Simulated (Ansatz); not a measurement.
# CdInI3 (model cell, started as cubic perovskite with Cd in the octahedra): a soft mode frozen in

Aim: this structure of CdInI3 (model cell, started as cubic perovskite with Cd in the octahedra) is to be tested for unstable modes, and one is followed downhill.

Program: Ansatz 0.2.0. Level of theory: DFT PBEsol, scalar-relativistic, plane waves, PAW; PAW set soft_1. Results are calculated unless marked as measured.

The structure was built from a prototype and need not be the compound's stable phase.

## Step 1: The starting structure

It takes space group Pm-3m (No. 221, cubic). The conventional cell has a = 5.778 Å, b = 5.778 Å, c = 5.778 Å, α = 90.00°, β = 90.00°, γ = 90.00°. Nearest to In lie 12 I at 4.09 Å. Cd has 6 I at 2.89 Å nearest. I has 2 Cd at 2.89 Å nearest. Farther neighbours and most contacts between anions are not listed.

Structure file:

```cif
data_structure
_symmetry_space_group_name_H-M 'P 1'
_symmetry_Int_Tables_number 1
_cell_length_a 5.7776
_cell_length_b 5.7776
_cell_length_c 5.7776
_cell_angle_alpha 90.000
_cell_angle_beta 90.000
_cell_angle_gamma 90.000
_cell_volume 192.86
loop_
_atom_site_label
_atom_site_type_symbol
_atom_site_fract_x
_atom_site_fract_y
_atom_site_fract_z
_atom_site_occupancy
In1 In 0.00000 0.00000 0.00000 1
Cd2 Cd 0.50000 0.50000 0.50000 1
I3 I 0.50000 0.50000 0.00000 1
I4 I 0.50000 0.00000 0.50000 1
I5 I 0.00000 0.50000 0.50000 1
```

## Step 2: Phonons on a q mesh

The cell comes from relaxations at this level that are not shown. Stability and thermal properties need the whole zone. Linear response on a 2×2×2 q mesh gives force constants as far as a supercell of that size would.

The input, input.yaml:

```yaml
crystal:
  lattice:
    - [5.777575321, 0.0, 0.0]
    - [0.0, 5.777575321, 0.0]
    - [0.0, 0.0, 5.777575321]
  atoms:
    - { symbol: In, position: [0.0, 0.0, 0.0] }
    - { symbol: Cd, position: [0.5, 0.5, 0.5] }
    - { symbol: I, position: [0.5, 0.5, 0.0] }
    - { symbol: I, position: [0.5, 0.0, 0.5] }
    - { symbol: I, position: [0.0, 0.5, 0.5] }
kpoints:
  mp_grid: { grid: [6, 6, 6] }
hamiltonian:
  xc: pbesol
  pseudopotentials: { kind: paw, azcp: { folder: soft_1 }, xc_functional: pbe }
scf:
  occupations: { method: methfessel_paxton, width: 0.2 }
output:
  eigenvalues: true
phonons:
  method: dfpt
  qmesh: [2, 2, 2]
  temperatures: { t_max: 1000, t_step: 50 }
  qpath:
    path:
      - [[0.0, 0.0, 0.0], [0.0, 0.5, 0.0], [0.5, 0.5, 0.0], [0.0, 0.0, 0.0], [0.5, 0.5, 0.5], [0.0, 0.5, 0.0]]
      - [[0.5, 0.5, 0.5], [0.5, 0.5, 0.0]]
    npoints: 10
```

On the command line:

```bash
$ ansatz run input.yaml --threads 4 --pin off --max-ram 16384MiB --backend cpu --events-out ev --progress --plain --runs-dir out
```

Numbers of over 12 decimals in the logs are rounded to 6 here.

Log:

```text
Engine: ansatz 0.2.0, aarch64-unknown-linux-gnu
Pseudopotentials: kind: paw
Pseudopotential: In, paw, valence charge 13, recommended cutoff 420 eV (normal), soft_1/In.paw.azcp
Pseudopotential: Cd, paw, valence charge 20, recommended cutoff 420 eV (normal), soft_1/Cd.paw.azcp
Pseudopotential: I, paw, valence charge 17, recommended cutoff 420 eV (normal), soft_1/I.paw.azcp
Functional definition: PBEsol
  exchange = pbesol_x
  correlation = pbesol_c
Crystal: 5 atoms, lattice volume = 192.858 Å³
Basis set: ecut = 420 eV, 3791 PW (Γ), exchange–correlation on 80×80×80 points (8 copies of the dense FFT grid, shifted against one another)
Bands: 51, of which v1, the nominal top of the filled ones, is band 42 counted from 1 (41 counted from 0)
Symmetry: 48 space group operations
k-points: 20 of 216
Non-local potential: In, projectors of the file, l = 0: 2, l = 1: 2, l = 2: 2, l = 3: 1
Non-local potential: Cd, projectors of the file, l = 0: 3, l = 1: 2, l = 2: 2, l = 3: 1
Non-local potential: I, projectors of the file, l = 0: 2, l = 1: 2, l = 2: 2, l = 3: 1
PAW form: soft (Blöchl's): semilocal exchange-correlation on the pseudo side does not see the compensation charge
PAW frozen core: In, regenerated for the run's functional, and the local potential with it (the file was generated under x = pbe(κ = 0.804, μ = 0.219515), c = pbe(β = 0.066725))
PAW frozen core: Cd, regenerated for the run's functional, and the local potential with it (the file was generated under x = pbe(κ = 0.804, μ = 0.219515), c = pbe(β = 0.066725))
PAW frozen core: I, regenerated for the run's functional, and the local potential with it (the file was generated under x = pbe(κ = 0.804, μ = 0.219515), c = pbe(β = 0.066725))
PAW one-centre angular grid: In, 590 points (default); XC on 64 Gauss nodes
PAW one-centre angular grid: Cd, 590 points (default); XC on 64 Gauss nodes
PAW one-centre angular grid: I, 590 points (default); XC on 64 Gauss nodes
Initial density: superposition of atomic densities (chi_scale 0.1, normalization cell, long waves kept (reshape's long-wave potential 0.00 eV rms))
Initial wavefunctions: pseudopotential atomic-orbital guess
Functional: x = pbesol(κ = 0.804, μ = 0.123457), c = pbesol(β = 0.046)
SCF iter   1: F=—  HF=-36010.487465 eV  |F-HF|=—  |Δ(HF+E_count)|=         —  Δρ=4.48e-2  dr2=5.39e0  ethr=3.10e-3  ⟨swp⟩=9.7  Hψ=4465  notcnv=0
preconditioner: auto → Kerker (q_TF=auto, 2.375 Å⁻¹)  [metal: Δε(μ)=0.130 eV  Ē_g=12.925 eV  σ=0.200 eV  W_gap=0.45  n_scr=32 (ndim 8)  ℏωp=18.1 eV  f_vac=0.057  D(μ)=0.91/eV (n_scr^D=0)]
SCF iter   2: F=—  HF=-36008.804647 eV  |F-HF|=—  |Δ(HF+E_count)|=    1.68e0  S|Δr|=    0.00e0  Δρ=1.65e-2  dr2=1.01e0  ethr=3.10e-3  ⟨swp⟩=3.0  Hψ=2363  notcnv=0  defer=77
preconditioner: auto → Resta (q_TF=auto, 2.375 Å⁻¹)  ε∞=3.1  [insulator: Δε(μ)=0.191 eV  Ē_g=12.471 eV  σ=0.200 eV  W_gap=0.65  n_scr=32 (ndim 8)  ℏωp=18.1 eV  f_vac=0.051  D(μ)=0.49/eV (n_scr^D=0)  ε∞_Penn≈3.1]
SCF iter   3: F=—  HF=-36008.474829 eV  |F-HF|=—  |Δ(HF+E_count)|=   3.30e-1  S|Δr|=    0.00e0  Δρ=3.67e-3  dr2=3.51e-2  ethr=1.20e-3  ⟨swp⟩=2.9  Hψ=1452  notcnv=0  defer=77
SCF iter   4: F=—  HF=-36008.479362 eV  |F-HF|=—  |Δ(HF+E_count)|=   4.53e-3  S|Δr|=    0.00e0  Δρ=1.18e-3  dr2=2.76e-3  ethr=4.18e-5  ⟨swp⟩=2.0  Hψ=1991  notcnv=0  defer=77
SCF iter   5: F=—  HF=-36008.480145 eV  |F-HF|=—  |Δ(HF+E_count)|=   7.83e-4  S|Δr|=    0.00e0  Δρ=4.00e-4  dr2=4.08e-4  ethr=3.29e-6  ⟨swp⟩=2.0  Hψ=1751  notcnv=0  defer=77
SCF iter   6: F=—  HF=-36008.480043 eV  |F-HF|=—  |Δ(HF+E_count)|=   1.02e-4  S|Δr|=    0.00e0  Δρ=8.79e-5  dr2=2.08e-5  ethr=4.86e-7  ⟨swp⟩=2.0  Hψ=1701  notcnv=0  defer=77
SCF iter   7: F=—  HF=-36008.480071 eV  |F-HF|=—  |Δ(HF+E_count)|=   2.84e-5  S|Δr|=    0.00e0  Δρ=2.14e-5  dr2=8.78e-7  ethr=2.47e-8  ⟨swp⟩=2.0  Hψ=1401  notcnv=0  defer=77
SCF iter   8: F=—  HF=-36008.480079 eV  |F-HF|=—  |Δ(HF+E_count)|=   7.54e-6  S|Δr|=    0.00e0  Δρ=6.65e-6  dr2=9.94e-8  ethr=1.05e-9  ⟨swp⟩=2.0  Hψ=1707  notcnv=0  defer=77
SCF iter   9: F=—  HF=-36008.480079 eV  |F-HF|=—  |Δ(HF+E_count)|=   1.05e-7  S|Δr|=    0.00e0  Δρ=2.67e-6  dr2=1.71e-8  ethr=1.18e-10  ⟨swp⟩=2.0  Hψ=1401  notcnv=0  defer=77
SCF iter  10: F=—  HF=-36008.480079 eV  |F-HF|=—  |Δ(HF+E_count)|=   1.41e-8  S|Δr|=    0.00e0  Δρ=5.28e-7  dr2=8.53e-10  ethr=2.03e-11  ⟨swp⟩=2.0  Hψ=1683  notcnv=0  defer=77
[...]
SCF 1 converged in 12 iterations: F = -36008.480079 eV  dr2 = 2.19e-12
  greatest PAW one-centre occupation: 1.000 electrons in one spin orbital (limit 2), on the Cd atom at site 1 (counted from 0), in its partial waves of l = 0
Initial density: read from a saved state, or passed on in memory by an earlier SCF of this step, an earlier step, the calling program or the single point that the run made first
iter 1 solved again at ethr=9.24e-7 eV; its pass at ethr=3.10e-3 eV (dr2=7.76e-4 eV) is discarded
SCF iter   1: F=—  HF=-36008.480053 eV  |F-HF|=—  |Δ(HF+E_count)|=         —  Δρ=1.79e-6  dr2=4.13e-9  ethr=9.24e-7  ⟨swp⟩=3.1  Hψ=6905  notcnv=0
eigensolver tolerance schedule: the retry pair's looser diagonalisation over-reported the residual by 187995.92 of it (diagonalisation noise at an unbounded share of the residual, at the tolerance the schedule requests for it); recorded, not acted on — ethr = c·dr2/N_el stays at c = 1.0e-1
preconditioner: auto → Resta (q_TF=auto, 2.375 Å⁻¹)  ε∞=3.2  [insulator: Δε(μ)=0.689 eV  Ē_g=12.138 eV  σ=0.200 eV  W_gap=0.72  n_scr=32 (ndim 8)  ℏωp=18.1 eV  f_vac=0.064  D(μ)=0.73/eV (n_scr^D=0)  ε∞_Penn≈3.2]
SCF iter   2: F=—  HF=-36008.480079 eV  |F-HF|=—  |Δ(HF+E_count)|=   2.65e-5  S|Δr|=    0.00e0  Δρ=1.15e-6  dr2=2.07e-9  ethr=4.91e-12  ⟨swp⟩=4.6  Hψ=3124  notcnv=0
SCF iter   3: F=—  HF=-36008.480079 eV  |F-HF|=—  |Δ(HF+E_count)|=   1.52e-9  S|Δr|=    0.00e0  Δρ=6.89e-7  dr2=6.72e-10  ethr=2.47e-12  ⟨swp⟩=2.0  Hψ=1789  notcnv=0
SCF iter   4: F=—  HF=-36008.480079 eV  |F-HF|=—  |Δ(HF+E_count)|=  5.38e-10  S|Δr|=    0.00e0  Δρ=3.69e-7  dr2=1.75e-10  ethr=1.00e-12  ⟨swp⟩=2.0  Hψ=1703  notcnv=0
SCF iter   5: F=—  HF=-36008.480079 eV  |F-HF|=—  |Δ(HF+E_count)|=  5.82e-11  S|Δr|=    0.00e0  Δρ=2.81e-7  dr2=1.02e-10  ethr=1.00e-12  ⟨swp⟩=1.1  Hψ=1021  notcnv=0
SCF iter   6: F=—  HF=-36008.480079 eV  |F-HF|=—  |Δ(HF+E_count)|=  4.37e-11  S|Δr|=    0.00e0  Δρ=2.19e-7  dr2=6.17e-11  ethr=1.00e-12  ⟨swp⟩=1.1  Hψ=1023  notcnv=0
SCF iter   7: F=—  HF=-36008.480079 eV  |F-HF|=—  |Δ(HF+E_count)|=  2.91e-11  S|Δr|=    0.00e0  Δρ=1.25e-7  dr2=2.08e-11  ethr=1.00e-12  ⟨swp⟩=1.1  Hψ=1022  notcnv=0
SCF iter   8: F=—  HF=-36008.480079 eV  |F-HF|=—  |Δ(HF+E_count)|=    0.00e0  S|Δr|=    0.00e0  Δρ=1.25e-7  dr2=1.94e-11  ethr=1.00e-12  ⟨swp⟩=6.2  Hψ=2651  notcnv=0
SCF iter   9: F=-36008.480079 eV  HF=-36008.480079 eV  |F-HF|=0.00e0  |Δ(HF+E_count)|=  2.91e-11  S|Δr|=    0.00e0  Δρ=6.53e-8  dr2=5.53e-12  ethr=1.00e-12  ⟨swp⟩=1.8  Hψ=2523  notcnv=0
SCF 2 converged in 9 iterations: F = -36008.480079 eV  dr2 = 5.53e-12
phonons: the bands overlap, so this run is a metal and interpolates without the dipole-dipole term. If the crystal is really an insulator or semiconductor, its LO-TO splitting is missing
NSCF: frozen V_eff on 20 k-points
NSCF: frozen V_eff on 64 k-points
DFPT response loops at q = (0, 0, 0) (fractional): preconditioner auto → Kerker (q_TF=auto, 2.375 Å⁻¹) (partly filled bands, converged f_vac=0.064); β = 1.00, the filter's whole step (`scf.mixing.beta` (0.50) is not read by the response loops under this deck's `scf.mixing.preconditioner`; to damp them name `kerker` or `kerker_dos`, under which they read `scf.mixing.beta`, and type it under 1.00, their step now; both keys bind the ground state too); Broyden in place of MSR1
NSCF: frozen V_eff on 128 k-points
DFPT response loops at q = (0, 0, -0.5) (fractional): mixed as the last ones told, above
NSCF: frozen V_eff on 128 k-points
DFPT response loops at q = (0, -0.5, -0.5) (fractional): mixed as the last ones told, above
NSCF: frozen V_eff on 128 k-points
DFPT response loops at q = (-0.5, -0.5, -0.5) (fractional): mixed as the last ones told, above
SCF converged after 12 iterations
Stability not checked: this state was not tested for a lower state beside it, because cold or Methfessel-Paxton smearing, or corrected tetrahedra, fill the levels in a way that the test cannot read (fill_not_monotonic; see scf.lower_state_search)
Free energy (F): -36008.480079 eV
Harris-Foulkes:  -36008.480079 eV  (|F-HF|=7.28e-12)
Internal energy: -36008.492130 eV  (E = F + TS)
E sigma→0 (E₀):  -36008.483092 eV
Entropy (-TS):   0.012051 eV (2.410 meV/atom)
Fermi energy:    5.508385 eV
Step filling:    the computed levels leave a gap of 0.0000 eV = 0.0 smearing widths at the electron count; against every level under it full and every level over it empty, smearing changes F+E_penalty+E_count by +3.304 meV and its σ→0 estimate by +0.291 meV
--- Per-component energies (eV) ---
  E_band       = -1760.180990
  E_kinetic    = 1130.594182
  E_local      = -12716.899471  (includes V_loc(G=0)·N_el)
  E_nonlocal   = 805.397886
  E_hartree    = 5724.339030
  E_xc         = -618.589568
  E_vxc        = -617.094040  (∫ρ·V_xc dr)
  E_paw        = -22272.960916  (= ΣΔE_a)
  E_vpaw       = -1810.850568  (= ΣTr[D̂ρ^β])
  E_aug_tail   = -0.006949  (compensation charges beyond the density's cutoff)
  E_ewald      = -8062.180596
  E_core_change = 1.814272  (= ΣΔE_core)
  E_smearing   = 0.012051  (= −TS)
  E_closure    = -0.000000  (closes the sum)
  Σ components = -36008.480079   (vs F -36008.480079, Δ=0.00e0)
--- Band table (eV; the first three rows and the last of 20) ---
  k-point 0: bands = [... 38 lower, 4.5688, 4.7310, 4.7310, 4.7310, 5.2304, 9.4535, 9.4535, 9.4535, ... 5 higher]
  k-point 1: bands = [... 38 lower, 4.4919, 4.5052, 4.7050, 4.7050, 6.1415, 8.8748, 9.2496, 9.2496, ... 5 higher]
  k-point 2: bands = [... 38 lower, 4.3858, 4.4106, 4.7320, 4.7320, 7.4442, 8.1236, 8.9451, 8.9451, ... 5 higher]
  k-point 19: bands = [... 38 lower, 5.3892, 5.4530, 5.4530, 5.4530, 9.5479, 9.5479, 9.5479, 9.6474, ... 5 higher]
--- Phonons (Γ-DFPT): 4 representative perturbations + reference (Σ response iterations 12) ---
  ASR residual: 1.197e-4 → 0.000e0 eV/Å²; symmetrization residual: 5.461e-5 eV/Å²
  ASR residual per site (eV/Å²): 1.20e-4 5.57e-5 4.95e-5 4.95e-5 4.95e-5
  Γ frequencies (cm⁻¹): -51.03 -51.03 -51.03 -11.81 -11.81 -11.81 0.00 0.00 0.00 18.94 18.94 18.94 140.36 140.36 140.36
--- Phonons (arbitrary-q DFPT): 4 irreducible q on the 2×2×2 mesh ---
  q = [0.0000, 0.0000, 0.0000] (star 1, of the zone-centre solve; hermiticity 1.85e-5, symmetrization 1.90e-11): -51.03 -51.03 -51.03 -11.81 -11.81 -11.81 -0.00 0.00 0.00 18.94 18.94 18.94 140.36 140.36 140.36
  q = [0.0000, 0.0000, -0.5000] (star 3, 9 solved perturbations in 504 linear systems a pass and spin channel, the states on 64 of 216 k-point pairs; hermiticity 1.73e-5, symmetrization 3.18e-8): -44.60 -44.60 -15.86 -15.86 -15.48 -9.00 20.68 20.68 27.81 27.81 33.91 111.95 122.41 140.75 140.75
  q = [0.0000, -0.5000, -0.5000] (star 3, 9 solved perturbations in 504 linear systems a pass and spin channel, the states on 64 of 216 k-point pairs; hermiticity 8.61e-6, symmetrization 6.36e-8): -45.57 -45.57 -44.95 -36.04 12.16 12.16 31.84 31.84 36.33 48.21 69.91 114.05 114.05 137.39 141.19
  q = [-0.5000, -0.5000, -0.5000] (star 1, 4 solved perturbations in 184 linear systems a pass and spin channel, the states on 64 of 216 k-point pairs; hermiticity 1.40e-5, symmetrization 3.27e-7): -48.56 -48.56 -48.56 -44.27 -44.27 -44.27 46.63 46.63 46.63 68.60 68.60 117.43 117.43 117.43 148.06
  sum rule: each row above includes the acoustic sum rule's correction from the zone centre's row sums; it moved no ω² by more than (0.53 cm⁻¹)²
  mesh force constants: q→R imaginary residual 3.13e-18; ASR residual 1.197e-4 → 0.000e0 eV/Å²; symmetrization residual 9.770e-15 eV/Å²
  interpolated dispersion: 62 rows × 15 modes
  density of states and harmonic sums: on the 12×12×12 q-mesh, interpolated from the force constants of a 2×2×2 supercell (no non-analytic term)
  largest difference from the sums on the solved wave vectors: F 1.07e-1 eV, S 1.16e-4 and C_V 1.55e-5 eV/K
  zero-point energy: 0.043414 eV/cell   skipped modes (ω ≤ 0): 480, of them read as no rigid motion or as one in doubt: 477 (5.733e0 modes/cell left out, lowest -51.03 cm⁻¹)   left out of the sums: 3.82e-1 of the cell's modes: C_V's classical limit lies that fraction below 3 k_B per atom; for a crystal, a wire or a layer, F and S can be off by more, and a phonons.interpolated_qmesh denser along its periods is the remedy for the sampling
```

It took 7 min on 4 threads of Arm Neoverse V1, shared host; peak memory 1.8 GiB.

In the SCF lines HF is the Harris–Foulkes energy and dr2 the Hartree energy of the density residual, in eV; the loop may stop once dr2 is under the threshold and the program's other checks hold. Hψ counts applications of the Hamiltonian.

This step gave:

- volume per atom: 38.57 Å³
- gap on the k-mesh: 0 eV
- sum-rule residual before enforcement: 1.20e-4 eV/Å²
- lowest frequency on the path: -51.03 cm⁻¹
- point group: m-3m
- highest frequency on the path or at a solved wavevector: 150.9 cm⁻¹
- highest optical mode at the zone centre (no LO-TO term): 140.4 cm⁻¹
- lowest optical zone-centre mode: -51.03 cm⁻¹
- lowest mode on the q mesh (acoustic modes at Γ apart): -51.03 cm⁻¹

Frequencies (cm⁻¹) solved at each irreducible wavevector; negative means imaginary. Frequencies by wavevector, by row:

```csv
q in reciprocal lattice units,star,mode 1,mode 2,mode 3,mode 4,mode 13,mode 14,mode 15
0 0 0,1,-51,-51,-51,-11.8,140.4,140.4,140.4
0 0 -0.5,3,-44.6,-44.6,-15.9,-15.9,122.4,140.8,140.8
0 -0.5 -0.5,3,-45.6,-45.6,-45,-36,114,137.4,141.2
-0.5 -0.5 -0.5,1,-48.6,-48.6,-48.6,-44.3,117.4,117.4,148.1
```

Interpolated from a 2×2×2 q mesh. The phonon branches at the labelled points (cm⁻¹):

```csv
point,branch 1,branch 2,branch 3,branch 4,branch 12,branch 13,branch 14,branch 15
Γ,-51,-51,-51,-12,19,140,140,140
halfway,-48,-48,-38,-12,71,137,140,140
X,-45,-45,-16,-16,112,122,141,141
halfway,-45,-41,-38,-36,110,113,141,142
M,-46,-46,-45,-36,114,114,137,141
halfway,-46,-45,-37,-30,78,127,141,144
Γ,-51,-51,-51,-12,19,140,140,140
halfway,-45,-45,-37,-33,83,127,127,150
R,-49,-49,-49,-44,117,117,117,148
halfway,-44,-44,-42,-38,106,114,127,150
X,-45,-45,-16,-16,112,122,141,141
jump to R,-49,-49,-49,-44,117,117,117,148
halfway,-47,-47,-45,-43,116,116,118,149
M,-46,-46,-45,-36,114,114,137,141
```

Symmetry leaves 4 wavevectors to solve. The lowest mode among them, the acoustic zeros apart, lies at Γ and is imaginary, 51.0i cm⁻¹, so the energy falls along it.

## Step 3: The mode frozen in, largest atomic shift 0 Å

The mode followed lies at q = (-0.5, -0.5, -0.5) with frequency 48.6i cm⁻¹ and is 3-fold degenerate, one of the unstable modes though not the softest. At small amplitude the distorted cell has space group no. 139 by a symmetry search on the positions. The undistorted cell that holds it gives the zero of energy on the same k mesh.

System of this step: CdInI3 (model cell, started as cubic perovskite with Cd in the octahedra). Symmetry: Pm-3m, No. 221, cubic system. The conventional cell has a = 5.778 Å, b = 5.778 Å, c = 5.778 Å, α = 90.00°, β = 90.00°, γ = 90.00°. In has 12 I at 4.09 Å nearest. Nearest to Cd lie 6 I at 2.89 Å. I has 2 Cd at 2.89 Å nearest. Farther neighbours and most contacts between anions are not listed.

input.yaml, the sections that differ from step 2:

```yaml
crystal:
  lattice:
    - [5.777575321, 5.777575321, 0.0]
    - [5.777575321, 0.0, 5.777575321]
    - [5.777575321, 0.0, -5.777575321]
  atoms:
    - { symbol: In, position: [0.0, 0.5, 0.5] }
    - { symbol: In, position: [0.0, 0.0, 1.0] }
    - { symbol: Cd, position: [0.5, 0.25, 0.75] }
    - { symbol: Cd, position: [0.5, 0.75, 0.25] }
    - { symbol: I, position: [0.5, 0.5, 0.5] }
    - { symbol: I, position: [0.5, 0.0, 0.0] }
    - { symbol: I, position: [0.0, 0.5, 0.0] }
    - { symbol: I, position: [0.0, 0.0, 0.5] }
    - { symbol: I, position: [0.5, 0.5, 0.0] }
    - { symbol: I, position: [0.5, 0.0, 0.5] }
output:
  forces: true
  stress: true
  eigenvalues: true
# kpoints, hamiltonian, scf: as in step 2
# phonons: removed
```

Log:

```text
[...]
Crystal: 10 atoms, lattice volume = 385.715 Å³
Basis set: ecut = 420 eV, 7631 PW (Γ), exchange–correlation on 120×120×120 points (8 copies of the dense FFT grid, shifted against one another)
Bands: 101, of which v1, the nominal top of the filled ones, is band 84 counted from 1 (83 counted from 0)
Symmetry: 96 space group operations
[...]
k-points: 16 of 216
[...]
k-point 0: bands = [... 80 lower, 5.3901, 5.3901, 5.4540, 5.4540, 5.4540, 9.4536, 9.4536, 9.4536, ... 9 higher]
  k-point 1: bands = [... 80 lower, 5.0713, 5.3824, 5.3896, 5.3896, 5.9165, 8.9521, 9.0943, 9.3242, ... 9 higher]
  k-point 2: bands = [... 80 lower, 4.8820, 5.1982, 5.2540, 5.2540, 6.8109, 8.2100, 8.2669, 8.6543, ... 9 higher]
  k-point 15: bands = [... 80 lower, 4.7256, 4.7613, 5.0515, 5.2381, 7.7840, 8.2193, 8.3598, 8.5973, ... 9 higher]
[key lines of the parts left out:]
SCF converged after 9 iterations
Free energy (F): -72016.957395 eV
Fermi energy:    5.521024 eV
P = ⅓ Tr σ = 0.0071 GPa (0.071 kbar)
```

Wall time 9.8 s (4 threads); peak memory 1.3 GiB; 38 s of CPU time.

This step gave:

```yaml
pressure: 0.007109 GPa
energy_from_the_undistorted_cell: 0 meV/atom
```

The run ends at a pressure of 0.01 GPa.

(Continued in part 2 of 3.)

[Logs are printed without paths, hosts, clocks, repeated set-up lines and the standing remarks that a program may print on its own settings, such as how far it seeks lower states.]

[Hosts, paths, dates, database ids (printed as entryN), source tags and the programs' standing remarks are cut or masked in the printed files.]
